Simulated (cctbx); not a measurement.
# Interatomic vectors of GdCrS3

Space group Pnma (no. 62), a = 7.7350 Å, b = 3.8060 Å, c = 12.9430 Å, α = 90.00°, β = 90.00°, γ = 90.00°, content Gd4 Cr4 S12.

Simulated single-crystal data (cctbx): Mo Kα, λ = 0.71073 Å, to d = 0.65 Å, 70 % of the full sphere, strongest reflection 70000 counts, noise from counting, a 2 % proportional error and a noise floor of 4 counts (s.d.); no absorption, some extinction.

Patterson synthesis, origin scaled to 1000:

```text
Patterson group P m m m
      u       v       w   height  length (A)
  0.000   0.000   0.000   1000.0     0.00
  0.334   0.500   0.500    403.9     7.22
  0.500   0.000   0.159    402.9     4.38
  0.166   0.500   0.341    194.4     4.97
  0.085   0.500   0.280    115.2     4.15
  0.246   0.000   0.381    113.8     5.28
  0.248   0.000   0.219    113.0     3.43
  0.417   0.500   0.121    108.1     4.06
  0.451   0.500   0.279     88.6     5.37
  0.114   0.000   0.387     82.5     5.09
  0.387   0.000   0.454     80.8     6.59
  0.274   0.500   0.044     74.4     2.90
  0.225   0.500   0.113     72.3     2.96
  0.392   0.000   0.062     69.6     3.13
```

**Question.** Which atom pairs make the peaks, and where is the heaviest atom?

A peak at u stands for all pairs with xi − xj = u, with weight Σ ZiZj against Σ Z² = 21760 at the origin. Peak heights follow these weights only roughly, since form factors, motion and series ripples differ, all vectors within 0.55 Å of a peak are counted as merged into it though the farther ones add only part of their weight, and F(000) is left out, which lowers the whole map:

| u | v | w | shortest length (Å) | height | 1000 ΣZiZj/ΣZ² | pairs in the cell |
| --- | --- | --- | --- | --- | --- | --- |
| 0.334 | 0.500 | 0.500 | 7.22 | 404 | 376 | 2 × Gd–Gd |
| 0.500 | 0.000 | 0.159 | 4.38 | 403 | 376 | 2 × Gd–Gd |
| 0.166 | 0.500 | 0.341 | 4.97 | 194 | 188 | 1 × Gd–Gd |
| 0.085 | 0.500 | 0.280 | 4.15 | 115 | 141 | 2 × Gd–Cr |
| 0.246 | 0.000 | 0.381 | 5.29 | 114 | 165 | 2 × Gd–Cr, 2 × S–S |
| 0.248 | 0.000 | 0.219 | 3.42 | 113 | 141 | 2 × Gd–Cr |
| 0.417 | 0.500 | 0.121 | 4.06 | 108 | 141 | 2 × Gd–Cr |
| 0.451 | 0.500 | 0.279 | 5.37 | 89 | 153 | 2 × Gd–S, 2 × Cr–S, 2 × S–S |
| 0.114 | 0.000 | 0.387 | 5.09 | 82 | 118 | 2 × Gd–S, 2 × S–S |
| 0.387 | 0.000 | 0.454 | 6.59 | 81 | 129 | 2 × Gd–S, 2 × Cr–S |

The table stops at ten peaks or at a height of 45, below which ripples compete. In the model behind the data Gd, the heaviest element, has 1 independent site: (0.4177, 3/4, 0.3294), up to an allowed shift of origin; the Gd–Gd vectors are differences of these positions and their symmetry mates. The whole model:

| atom | mult. | x | y | z | Ueq (Å²) |
| --- | --- | --- | --- | --- | --- |
| Gd1 | 4 | 0.4177 | 3/4 | 0.3294 | 0.0043 |
| Cr1 | 4 | 0.1676 | 3/4 | 0.5500 | 0.0062 |
| S1 | 4 | 0.1919 | 1/4 | 0.2152 | 0.0067 |
| S2 | 4 | 0.1630 | 3/4 | 0.9992 | 0.0060 |
| S3 | 4 | 0.0197 | 3/4 | 0.3921 | 0.0072 |

This is a model crystal, built by substitution and not relaxed, with assumed displacement parameters.

[Logs are printed without paths, hosts, clocks, repeated set-up lines and the standing remarks that a program may print on its own settings, such as how far it seeks lower states.]
